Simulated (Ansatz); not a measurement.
**A failed many-body run on TeAs2S2 (tetradymite) (R-3m)**

A first try at the G0W0 gap of TeAs2S2 (tetradymite) (R-3m), what the program said, and an input that works.

Calculated with Ansatz 0.2.0; G0W0 on PBE, plane waves, PAW.

The structure was built from a prototype and need not be the compound's stable phase.

### 1. The starting structure

The structure is trigonal, space group R-3m (No. 166). The conventional cell has a = 3.759 Å, b = 3.759 Å, c = 27.076 Å, α = 90.00°, β = 90.00°, γ = 120.00°. Nearest to As lie 3 S at 2.52 Å and 3 Te at 2.93 Å. S has 3 As at 2.52 Å nearest. Te has 6 As at 2.93 Å nearest. Farther neighbours and most contacts between anions are not listed.

The structure was relaxed with PBE-D3(BJ). The structure type comes from a generator and need not be one that this composition takes. The runs that relaxed it are not among those shown. Spin-orbit coupling is left out unless a step names it. The default PAW set here is soft_2. Its files were made with PBE.

### 2. First try

input.yaml

```yaml
crystal:
  lattice:
    - [1.8797108042, 1.0852515388, 9.0251901195]
    - [-1.8797108042, 1.0852515388, 9.0251901195]
    - [0.0, -2.1705030777, 9.0251901195]
  atoms:
    - { symbol: As, position: [0.4058369195, 0.4058369195, 0.4058369195] }
    - { symbol: As, position: [0.5941630805, 0.5941630805, 0.5941630805] }
    - { symbol: S, position: [0.2131932066, 0.2131932066, 0.2131932066] }
    - { symbol: S, position: [0.7868067934, 0.7868067934, 0.7868067934] }
    - { symbol: Te, position: [0.0, 0.0, 0.0] }
kpoints:
  mp_grid: { grid: [4, 4, 4] }
hamiltonian:
  xc: pbe
scf:
  occupations: { method: fixed }
gw:
  n_empty_bands: 116
  ecut_chi: 60
  qp_bands: [v2, c2]
  qp_kpoints: [[0.137, 0.291, 0]]
  screening: { model: contour_deformation }
```

The run is started by

```bash
$ ansatz run input.yaml --threads 3 --pin off --max-ram 64512MiB --backend cuda --events-out ev --progress --plain --runs-dir out --devices 1 --max-vram 24GiB  # rebuilt from the run's record
```

Numbers of over 12 decimals in the logs are rounded to 6 here.

The log of the run:

```text
Error: invalid value for `gw.qp_kpoints`: the listed point [0.137, 0.291, 0.0] is no point of the k-mesh [4, 4, 4] (kpoints.mp_grid); the nearest is [0.25, 0.25, 0.0]
```

Elapsed: 0.1 s, on 3 threads of AMD EPYC 7R13 (Zen 3), shared host; peak memory 0.11 GiB.

**What went wrong?**

The program refused the input before any cycle.

The program's message: “Error: invalid value for `gw.qp_kpoints`: the listed point [0.137, 0.291, 0.0] is no point of the k-mesh [4, 4, 4] (kpoints.mp_grid); the nearest is [0.25, 0.25, 0.0]”

The fault: point off the mesh. Quasiparticle levels are computed on points of the mesh alone.

### 3. A better input

Now the one-shot GW correction: screening in the RPA, then the self-energy of the levels asked for.

Edit input.yaml of step 2 so:

```diff
@@ -12,3 +12,3 @@
 kpoints:
-  mp_grid: { grid: [4, 4, 4] }
+  mp_grid: { grid: [6, 6, 6] }
 hamiltonian:
@@ -21,3 +21,3 @@
   qp_bands: [v2, c2]
-  qp_kpoints: [[0.137, 0.291, 0]]
+  qp_kpoints: band_edges
   screening: { model: contour_deformation }
```

The log of the run:

```text
GPUs: using 1 of 1 available (devices: 1).
[...]
device memory: the entry about to start is reckoned to put 2.7 GiB on a device that reports 67.0 GiB free (of which the cap on the GPU budget leaves the run 24.0 GiB)
GPU FFT provider: cuFFT
GPU libraries: cuBLAS 13.8.2, cuFFT 12.4.0, cuSOLVER 12.3.4
Crystal: 5 atoms, lattice volume = 110.466 Å³
Basis set: ecut = 420 eV, 2167 PW (Γ)
Bands: 35, of which v1, the nominal top of the filled ones, is band 29 counted from 1 (28 counted from 0)
Symmetry: 12 space group operations
[...]
k-points: 32 of 216
[...]
GPU buffer pool allocated for 262144 grid points (all kernels)
GPU transforms: local potential and band sums: pruned to the plane-wave sphere, on 64×64×64
[...]
SCF iter   1: F=—  HF=-18496.071465 eV  |F-HF|=—  |Δ(HF+E_count)|=         —  Δρ=3.41e-3  dr2=4.50e-2  ethr=1.77e-3  ⟨swp⟩=5.0  Hψ=4009  notcnv=0  defer=115
[...]
0    28      8.7926   -15.4773     1.0484   -14.5064  0.7508     8.8699     8.8701  root
     0    29      8.9242   -16.4350     1.1000   -15.5773  0.7282     9.1655     9.1664  root
     0    30      9.8964   -11.1387    -2.6325   -14.0949  0.7491    10.2217    10.2201  root
     0    31      9.8964   -11.1387    -2.6325   -14.0949  0.7491    10.2217    10.2201  root
     1    28      8.5842   -15.8062     1.3211   -14.5637  0.7445     8.6627     8.6629  root
     1    29      8.7288   -16.4968     1.1828   -15.5209  0.7383     8.9350     8.9358  root
     1    30     10.1914   -11.3446    -2.9905   -14.7056  0.7401    10.5661    10.5619  root
     1    31     10.6605   -11.4396    -2.9991   -14.8105  0.7347    11.0361    11.0322  root
[...]
31    28      8.6816   -15.3537     1.0687   -14.3612  0.7487     8.7577     8.7578  root
    31    29      8.9062   -17.3041     1.5376   -16.0057  0.7246     9.1444     9.1454  root
    31    30      9.9304   -10.8326    -3.2730   -14.4958  0.7586    10.3238    10.3206  root
    31    31     10.2162   -11.2746    -2.8156   -14.4322  0.7423    10.5610    10.5583  root
[key lines of the parts left out:]
SCF converged after 7 iterations
Free energy (F): -18496.066412 eV
Fermi energy:    8.963115 eV
```

Elapsed: 59 s, on 1 × NVIDIA H100 80GB HBM3 (shared by 3 runs) with 3 threads; peak memory 1.4 GiB; 1.8 min of CPU time.

The column dr2 measures how far the density is from self-consistency, as an energy; F and HF (Harris–Foulkes) agree once it is small.

This step gave:

```
bands summed                                 : 145
RPA ε∞ on this mesh (eigenvalues)            : 21.03, 47.40, 47.40
plane waves in the screening matrix          : 125
q-points in the mesh                         : 216
G0W0 gap on the mesh                         : 0.8932 eV
k of the valence top                         : 0.3333, 0.3333, -0.5
k of the conduction bottom                   : 0, 0, -0.5
starting gap on the mesh                     : 0.8178 eV
Z at the valence top                         : 0.7358
Z at the conduction bottom                   : 0.7592
least direct G0W0 gap on the computed points : 0.9763 eV
```

The gap on the mesh goes from 0.82 eV to 0.89 eV, a correction of +0.08 eV. Between the two edge states, bare exchange in place of the xc potential would open the gap by 4.08 eV, and correlation takes back 4.01 eV.

### 4. Outcome

```json
{"first try": "refused after 0.1 s", "better run": "G0W0 gap on the mesh 0.89 eV (6×6×6 mesh, 116 empty bands, screening to 60 eV)"}
```

In words: The second run differs in: mesh and points asked. Bands and cutoff are finite, so the gap is not at the basis limit. The miss can reach some tenths of an eV and take either sign; the mesh is an error of its own. The RPA ε∞ on this mesh reaches over 25; with a narrow direct gap a coarse mesh can overstate it, and the correction is then too small. The many-body steps are scalar-relativistic: spin-orbit coupling is not in them.

[Paths, hosts, dates, memory and timing lines, banners, echoed tables and standing remarks are left out of the program output.]

[Logs are printed without paths, hosts, clocks, repeated set-up lines and the standing remarks that a program may print on its own settings, such as how far it seeks lower states.]

[Runs of the session that timed out or met a known fault of the program may be left out.]

[Cells called generated may have been cut or substituted from an entry of the Crystallography Open Database or the Materials Project.]

[Hosts, paths, dates, database ids (printed as entryN), source tags and the programs' standing remarks are cut or masked in the printed files.]
